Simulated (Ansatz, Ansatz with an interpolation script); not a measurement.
An input for Ansatz 0.2.0 (Al2O3 (Corundum)):

```yaml
crystal:
  lattice:
    - [2.38025, 1.37423798, 4.33186667]
    - [-2.38025, 1.37423798, 4.33186667]
    - [0.0, -2.74847596, 4.33186667]
  atoms:
    - { symbol: Al, position: [0.35216, 0.35216, 0.35216] }
    - { symbol: Al, position: [0.14784, 0.14784, 0.14784] }
    - { symbol: Al, position: [0.64784, 0.64784, 0.64784] }
    - { symbol: Al, position: [0.85216, 0.85216, 0.85216] }
    - { symbol: O, position: [0.55668, 0.94332, 0.25] }
    - { symbol: O, position: [0.25, 0.55668, 0.94332] }
    - { symbol: O, position: [0.94332, 0.25, 0.55668] }
    - { symbol: O, position: [0.44332, 0.05668, 0.75] }
    - { symbol: O, position: [0.75, 0.44332, 0.05668] }
    - { symbol: O, position: [0.05668, 0.75, 0.44332] }
kpoints:
  mp_grid: { grid: [4, 4, 4] }
hamiltonian:
  xc: lda
  pseudopotentials: { kind: paw, azcp: { folder: soft_1 }, xc_functional: pbe }
scf:
  occupations: { method: fixed }
gw:
  n_empty_bands: 390
  ecut_chi: 160.0
  qp_bands: [v18, c2]
  screening: { model: godby_needs }
```

```sh
ansatz run input.yaml --threads 3 --pin off --max-ram 92160MiB --backend cuda --events-out ev --progress --plain --runs-dir out --devices 1 --max-vram 13GiB
```

**Question.** How long will it take on 1 × NVIDIA H100 80GB HBM3 (shared by 6 runs) with 3 threads of AMD EPYC 7R13 (Zen 3), shared host, and how much memory?

It took 98 s; on shared hardware allow 49 s to 3.3 min. Peak host memory was 2.8 GiB. The sizes that set the cost: 1653 plane waves a state, 13 irreducible k points, 414 bands summed, 399 plane waves in the screening and 7 SCF cycles.

The screening grows as filled bands × empty bands × pairs of k points, times the square of the screening basis for the matrix.

[Paths, hosts, dates, memory and timing lines, banners, echoed tables and standing remarks are left out of the program output.]

[Logs are printed without paths, hosts, clocks, repeated set-up lines and the standing remarks that a program may print on its own settings, such as how far it seeks lower states.]

[Runs of the session that timed out or met a known fault of the program may be left out.]

[Hosts, paths, dates, database ids (printed as entryN), source tags and the programs' standing remarks are cut or masked in the printed files.]
